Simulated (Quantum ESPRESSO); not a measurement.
# Fe2O3 (Hematite): spin-resolved density of states, part 2 of 2

Where do the states of the two spins of Fe2O3 (Hematite) lie?

Quantum ESPRESSO 7.5; PBEsol; plane waves with GBRV 1.5 PBEsol potentials, no spin-orbit coupling.

So far, absolute magnetization (μB): step 2 (the magnetic state) 15.1.

## (3) Projected density of states

Level of this step: PBEsol; plane waves with GBRV 1.5 PBEsol potentials, no spin-orbit coupling, projections on orthogonalised atomic orbitals (Quantum ESPRESSO).

projwfc.in reads:

```
&PROJWFC
  prefix = 'pwscf'
  outdir = './tmp'
  filpdos = 'pdos'
  ngauss = 0
  degauss = 0.01
  DeltaE = 0.05
  Emin = 2.18
  Emax = 16.18
/
```

Started as:

```sh
> OMP_NUM_THREADS=1 mpirun -n 4 projwfc.x -nk 4 -in projwfc.in > projwfc.out
```

The program printed:

```text
[banner, memory and clock lines left out]
Program PROJWFC v.7.5 starts

     [... lines left out ...]
     IMPORTANT: XC functional enforced from input :
     Exchange-correlation= PBESOL
                           (   1   4  10   8   0   0   0)
     Any further DFT definition will be discarded
     Please, verify this is what you really want

     G-vector sticks info

     Check: negative core charge=   -0.000040

     Gaussian broadening (read from input): ngauss,degauss=   0    0.010000

     Calling projwave ....

  Problem Sizes
  natomwfc =           76
  nbnd     =           68
  nkstot   =           80
  npwx     =         2964
  nkb      =          150

     Atomic states used for projection
     (read from pseudopotential files):

     state #   1: atom   1 (Fe1), wfc  1 (l=0 m= 1)
     state #   2: atom   1 (Fe1), wfc  2 (l=1 m= 1)
     state #   3: atom   1 (Fe1), wfc  2 (l=1 m= 2)
     state #   4: atom   1 (Fe1), wfc  2 (l=1 m= 3)
     state #   5: atom   1 (Fe1), wfc  3 (l=2 m= 1)
     state #   6: atom   1 (Fe1), wfc  3 (l=2 m= 2)
     state #   7: atom   1 (Fe1), wfc  3 (l=2 m= 3)
     state #   8: atom   1 (Fe1), wfc  3 (l=2 m= 4)
     state #   9: atom   1 (Fe1), wfc  3 (l=2 m= 5)
     state #  10: atom   1 (Fe1), wfc  4 (l=0 m= 1)
     state #  11: atom   1 (Fe1), wfc  5 (l=1 m= 1)
     state #  12: atom   1 (Fe1), wfc  5 (l=1 m= 2)
     state #  13: atom   1 (Fe1), wfc  5 (l=1 m= 3)
     state #  14: atom   2 (Fe2), wfc  1 (l=0 m= 1)
     state #  15: atom   2 (Fe2), wfc  2 (l=1 m= 1)
     state #  16: atom   2 (Fe2), wfc  2 (l=1 m= 2)
     state #  17: atom   2 (Fe2), wfc  2 (l=1 m= 3)
     state #  18: atom   2 (Fe2), wfc  3 (l=2 m= 1)
     state #  19: atom   2 (Fe2), wfc  3 (l=2 m= 2)
     state #  20: atom   2 (Fe2), wfc  3 (l=2 m= 3)
     state #  21: atom   2 (Fe2), wfc  3 (l=2 m= 4)
     state #  22: atom   2 (Fe2), wfc  3 (l=2 m= 5)
     state #  23: atom   2 (Fe2), wfc  4 (l=0 m= 1)
     state #  24: atom   2 (Fe2), wfc  5 (l=1 m= 1)
[...]
state #  37: atom   3 (Fe1), wfc  5 (l=1 m= 1)
     state #  38: atom   3 (Fe1), wfc  5 (l=1 m= 2)
     state #  39: atom   3 (Fe1), wfc  5 (l=1 m= 3)
     state #  40: atom   4 (Fe2), wfc  1 (l=0 m= 1)
     state #  41: atom   4 (Fe2), wfc  2 (l=1 m= 1)
     state #  42: atom   4 (Fe2), wfc  2 (l=1 m= 2)
     state #  43: atom   4 (Fe2), wfc  2 (l=1 m= 3)
     state #  44: atom   4 (Fe2), wfc  3 (l=2 m= 1)
     state #  45: atom   4 (Fe2), wfc  3 (l=2 m= 2)
     state #  46: atom   4 (Fe2), wfc  3 (l=2 m= 3)
     state #  47: atom   4 (Fe2), wfc  3 (l=2 m= 4)
     state #  48: atom   4 (Fe2), wfc  3 (l=2 m= 5)
     state #  49: atom   4 (Fe2), wfc  4 (l=0 m= 1)
     state #  50: atom   4 (Fe2), wfc  5 (l=1 m= 1)
     state #  51: atom   4 (Fe2), wfc  5 (l=1 m= 2)
     state #  52: atom   4 (Fe2), wfc  5 (l=1 m= 3)
     state #  53: atom   5 (O  ), wfc  1 (l=0 m= 1)
     state #  54: atom   5 (O  ), wfc  2 (l=1 m= 1)
     state #  55: atom   5 (O  ), wfc  2 (l=1 m= 2)
     state #  56: atom   5 (O  ), wfc  2 (l=1 m= 3)
     state #  57: atom   6 (O  ), wfc  1 (l=0 m= 1)
     state #  58: atom   6 (O  ), wfc  2 (l=1 m= 1)
     state #  59: atom   6 (O  ), wfc  2 (l=1 m= 2)
     state #  60: atom   6 (O  ), wfc  2 (l=1 m= 3)
     state #  61: atom   7 (O  ), wfc  1 (l=0 m= 1)
     state #  62: atom   7 (O  ), wfc  2 (l=1 m= 1)
     state #  63: atom   7 (O  ), wfc  2 (l=1 m= 2)
     state #  64: atom   7 (O  ), wfc  2 (l=1 m= 3)
     state #  65: atom   8 (O  ), wfc  1 (l=0 m= 1)
     state #  66: atom   8 (O  ), wfc  2 (l=1 m= 1)
     state #  67: atom   8 (O  ), wfc  2 (l=1 m= 2)
     state #  68: atom   8 (O  ), wfc  2 (l=1 m= 3)
     state #  69: atom   9 (O  ), wfc  1 (l=0 m= 1)
     state #  70: atom   9 (O  ), wfc  2 (l=1 m= 1)
     state #  71: atom   9 (O  ), wfc  2 (l=1 m= 2)
     state #  72: atom   9 (O  ), wfc  2 (l=1 m= 3)
     state #  73: atom  10 (O  ), wfc  1 (l=0 m= 1)
     state #  74: atom  10 (O  ), wfc  2 (l=1 m= 1)
     state #  75: atom  10 (O  ), wfc  2 (l=1 m= 2)
     state #  76: atom  10 (O  ), wfc  2 (l=1 m= 3)

 [... projections of the bands left out ...]

Lowdin Charges:

     Atom #   1: total charge =  15.4115, s =  2.4067, p =  7.0551, d =  5.9497,
                 spin up      =   9.5647, s =  1.2103,
                 spin up      =   9.5647, p =  3.5347, pz=  1.1754, px=  1.1796, py=  1.1796,
                 spin up      =   9.5647, d =  4.8197, dz2=  0.9850, dxz=  0.9544, dyz=  0.9544, dx2-y2=  0.9630, dxy=  0.9630,
                 spin down    =   5.8467, s =  1.1964,
                 spin down    =   5.8467, p =  3.5204, pz=  1.1677, px=  1.1764, py=  1.1764,
                 spin down    =   5.8467, d =  1.1300, dz2=  0.1778, dxz=  0.2426, dyz=  0.2426, dx2-y2=  0.2335, dxy=  0.2335,
                 polarization =   3.7180, s =  0.0140, p =  0.0143, d =  3.6898,
     Atom #   2: total charge =  15.4115, s =  2.4067, p =  7.0551, d =  5.9497,
                 spin up      =   5.8468, s =  1.1964,
                 spin up      =   5.8468, p =  3.5204, pz=  1.1677, px=  1.1764, py=  1.1764,
                 spin up      =   5.8468, d =  1.1300, dz2=  0.1778, dxz=  0.2426, dyz=  0.2426, dx2-y2=  0.2335, dxy=  0.2335,
                 spin down    =   9.5648, s =  1.2103,
                 spin down    =   9.5648, p =  3.5347, pz=  1.1754, px=  1.1796, py=  1.1796,
                 spin down    =   9.5648, d =  4.8197, dz2=  0.9850, dxz=  0.9544, dyz=  0.9544, dx2-y2=  0.9630, dxy=  0.9630,
                 polarization =  -3.7180, s = -0.0140, p = -0.0143, d = -3.6898,
     Atom #   3: total charge =  15.4115, s =  2.4067, p =  7.0551, d =  5.9497,
                 spin up      =   9.5647, s =  1.2103,
                 spin up      =   9.5647, p =  3.5347, pz=  1.1754, px=  1.1796, py=  1.1796,
                 spin up      =   9.5647, d =  4.8197, dz2=  0.9850, dxz=  0.9544, dyz=  0.9544, dx2-y2=  0.9630, dxy=  0.9630,
                 spin down    =   5.8467, s =  1.1964,
                 spin down    =   5.8467, p =  3.5204, pz=  1.1677, px=  1.1764, py=  1.1764,
                 spin down    =   5.8467, d =  1.1300, dz2=  0.1778, dxz=  0.2426, dyz=  0.2426, dx2-y2=  0.2335, dxy=  0.2335,
                 polarization =   3.7180, s =  0.0140, p =  0.0143, d =  3.6898,
     Atom #   4: total charge =  15.4115, s =  2.4067, p =  7.0551, d =  5.9497,
                 spin up      =   5.8468, s =  1.1964,
                 spin up      =   5.8468, p =  3.5204, pz=  1.1677, px=  1.1764, py=  1.1764,
                 spin up      =   5.8468, d =  1.1300, dz2=  0.1778, dxz=  0.2426, dyz=  0.2426, dx2-y2=  0.2335, dxy=  0.2335,
                 spin down    =   9.5648, s =  1.2103,
                 spin down    =   9.5648, p =  3.5347, pz=  1.1754, px=  1.1796, py=  1.1796,
                 spin down    =   9.5648, d =  4.8197, dz2=  0.9850, dxz=  0.9544, dyz=  0.9544, dx2-y2=  0.9630, dxy=  0.9630,
                 polarization =  -3.7180, s = -0.0140, p = -0.0143, d = -3.6898,
     Atom #   5: total charge =   6.3527, s =  1.6400, p =  4.7127, d =  0.0000,
                 spin up      =   3.1764, s =  0.8200,
                 spin up      =   3.1764, p =  2.3563, pz=  0.7881, px=  0.7738, py=  0.7945,
                 spin up      =   3.1764, d =  0.0000, dz2=  0.0000, dxz=  0.0000, dyz=  0.0000, dx2-y2=  0.0000, dxy=  0.0000,
                 spin down    =   3.1764, s =  0.8200,
                 spin down    =   3.1764, p =  2.3564, pz=  0.7881, px=  0.7738, py=  0.7945,
                 spin down    =   3.1764, d =  0.0000, dz2=  0.0000, dxz=  0.0000, dyz=  0.0000, dx2-y2=  0.0000, dxy=  0.0000,
                 polarization =  -0.0000, s =  0.0000, p = -0.0000, d =  0.0000,
     Atom #   6: total charge =   6.3527, s =  1.6400, p =  4.7127, d =  0.0000,
                 spin up      =   3.1764, s =  0.8200,
                 spin up      =   3.1764, p =  2.3563, pz=  0.7881, px=  0.7904, py=  0.7779,
                 spin up      =   3.1764, d =  0.0000, dz2=  0.0000, dxz=  0.0000, dyz=  0.0000, dx2-y2=  0.0000, dxy=  0.0000,
                 spin down    =   3.1764, s =  0.8200,
                 spin down    =   3.1764, p =  2.3564, pz=  0.7881, px=  0.7882, py=  0.7801,
                 spin down    =   3.1764, d =  0.0000, dz2=  0.0000, dxz=  0.0000, dyz=  0.0000, dx2-y2=  0.0000, dxy=  0.0000,
                 polarization =  -0.0000, s =  0.0000, p = -0.0000, d =  0.0000,
     Atom #   7: total charge =   6.3527, s =  1.6400, p =  4.7127, d =  0.0000,
                 spin up      =   3.1764, s =  0.8200,
                 spin up      =   3.1764, p =  2.3563, pz=  0.7881, px=  0.7882, py=  0.7801,
                 spin up      =   3.1764, d =  0.0000, dz2=  0.0000, dxz=  0.0000, dyz=  0.0000, dx2-y2=  0.0000, dxy=  0.0000,
                 spin down    =   3.1764, s =  0.8200,
                 spin down    =   3.1764, p =  2.3564, pz=  0.7881, px=  0.7904, py=  0.7779,
                 spin down    =   3.1764, d =  0.0000, dz2=  0.0000, dxz=  0.0000, dyz=  0.0000, dx2-y2=  0.0000, dxy=  0.0000,
                 polarization =  -0.0000, s =  0.0000, p = -0.0000, d =  0.0000,
     Atom #   8: total charge =   6.3527, s =  1.6400, p =  4.7127, d =  0.0000,
                 spin up      =   3.1764, s =  0.8200,
                 spin up      =   3.1764, p =  2.3563, pz=  0.7881, px=  0.7738, py=  0.7945,
                 spin up      =   3.1764, d =  0.0000, dz2=  0.0000, dxz=  0.0000, dyz=  0.0000, dx2-y2=  0.0000, dxy=  0.0000,
                 spin down    =   3.1764, s =  0.8200,
                 spin down    =   3.1764, p =  2.3564, pz=  0.7881, px=  0.7738, py=  0.7945,
                 spin down    =   3.1764, d =  0.0000, dz2=  0.0000, dxz=  0.0000, dyz=  0.0000, dx2-y2=  0.0000, dxy=  0.0000,
                 polarization =  -0.0000, s =  0.0000, p = -0.0000, d =  0.0000,
     Atom #   9: total charge =   6.3527, s =  1.6400, p =  4.7127, d =  0.0000,
                 spin up      =   3.1764, s =  0.8200,
                 spin up      =   3.1764, p =  2.3563, pz=  0.7881, px=  0.7904, py=  0.7779,
                 spin up      =   3.1764, d =  0.0000, dz2=  0.0000, dxz=  0.0000, dyz=  0.0000, dx2-y2=  0.0000, dxy=  0.0000,
                 spin down    =   3.1764, s =  0.8200,
                 spin down    =   3.1764, p =  2.3564, pz=  0.7881, px=  0.7882, py=  0.7801,
                 spin down    =   3.1764, d =  0.0000, dz2=  0.0000, dxz=  0.0000, dyz=  0.0000, dx2-y2=  0.0000, dxy=  0.0000,
                 polarization =  -0.0000, s =  0.0000, p = -0.0000, d =  0.0000,
     Atom #  10: total charge =   6.35
```

It took 4.4 s on 4 MPI ranks of Intel Xeon Platinum 8488C (Sapphire Rapids), shared host; peak memory 0.41 GiB.

The density of states has structure finer than the step of the table below, so its rows give means over 0.5 eV, whole bins alone (the curve runs from -9.00 to 5.05 eV). Peaks (eV: height): up -4.00: 5.64, -2.85: 7.27, 1.00: 7.3, 2.35: 8.6; down -4.00: 5.64, -2.85: 7.27, 1.00: 7.3, 2.35: 8.6; Fe1 d up -5.80: 0.975, -3.80: 0.934, -2.90: 1.86, -0.95: 0.898; Fe1 d down -1.15: 0.436, 0.90: 2.92, 2.35: 2.96; Fe2 d up -1.15: 0.436, 0.90: 2.92, 2.35: 2.96.

Gaussian broadening of 0.136 eV on the SCF mesh. Density of states against energy, zero at the Fermi level; means over each step; 7 of 8 lines; values in states/eV/cell:

```csv
energy (eV),up,down,Fe1 d up,Fe1 d down,Fe2 d up,Fe2 d down,O5 p up
-8.0,0,0,0,0,0,0,0
-7.5,0.237,0.237,0.0170,0.00342,0.00342,0.0170,0.0251
-7.0,3.74,3.74,0.332,0.0670,0.0670,0.332,0.382
-6.5,4.05,4.05,0.441,0.0875,0.0876,0.441,0.399
-6.0,5.24,5.24,0.827,0.126,0.126,0.827,0.471
-5.5,5.21,5.21,0.913,0.169,0.169,0.913,0.449
-5.0,3.23,3.23,0.465,0.126,0.126,0.465,0.299
-4.5,2.81,2.81,0.385,0.0985,0.0985,0.385,0.268
-4.0,5.14,5.14,0.827,0.158,0.158,0.827,0.464
-3.5,4.24,4.24,0.626,0.128,0.128,0.626,0.407
-3.0,6.25,6.25,1.48,0.235,0.235,1.48,0.424
-2.5,5.10,5.10,1.18,0.164,0.164,1.18,0.365
-2.0,2.72,2.72,0.454,0.0714,0.0714,0.454,0.259
-1.5,1.07,1.07,0.235,0.122,0.122,0.235,0.0491
-1.0,4.00,4.00,0.833,0.403,0.403,0.833,0.217
-0.5,2.90,2.90,0.541,0.235,0.235,0.541,0.205
0.0,0.169,0.168,0.0148,0.0439,0.0439,0.0148,0.00749
0.5,4.88,4.88,0.0761,1.99,1.99,0.0761,0.0957
1.0,6.57,6.57,0.136,2.57,2.57,0.136,0.165
1.5,0.462,0.463,0.0144,0.167,0.167,0.0144,0.0149
2.0,2.98,2.98,0.0200,1.06,1.06,0.0200,0.104
2.5,5.00,5.00,0.0502,1.70,1.70,0.0502,0.220
3.0,0.0105,0.0105,1.6e-4,0.00336,0.00336,1.6e-4,5.2e-4
3.5,9.2e-6,9.2e-6,0,0,0,0,0
4.0,0.00921,0.00921,0,0,0,0,0
4.5,0.103,0.103,5.4e-5,2.1e-4,2.1e-4,5.4e-5,0.00106
```

## (4) Summary of results

```yaml
state: antiferromagnetic
largest_moment_in_a_sphere: 3.37 μB
```

What this shows: The most distinct maxima of the density of states (up) lie at -5.80, -4.00, -2.85, 1.00 and 2.35 eV, the highest at 2.35 eV. These are Kohn–Sham states without spin–orbit coupling, on the mesh of the self-consistent run. The moments are opposed on like sites, so the totals of the two spins are equal and the projections on single atoms show the splitting. No Hubbard term acts here. In such compounds local and semilocal functionals without one often delocalise the d electrons, and can shrink or lose moments and miss the size, sign and order of the couplings.

[Logs and program files are shortened in this print: banners, set-up blocks, solver, clock and traceback lines can be left out without a mark of their own.]

[Logs are printed without paths, hosts, clocks, repeated set-up lines and the standing remarks that a program may print on its own settings, such as how far it seeks lower states.]

[Hosts, paths, dates, database ids (printed as entryN), source tags and the programs' standing remarks are cut or masked in the printed files.]

[Where a cell is said to come from a database of computed structures, the database is the Materials Project.]
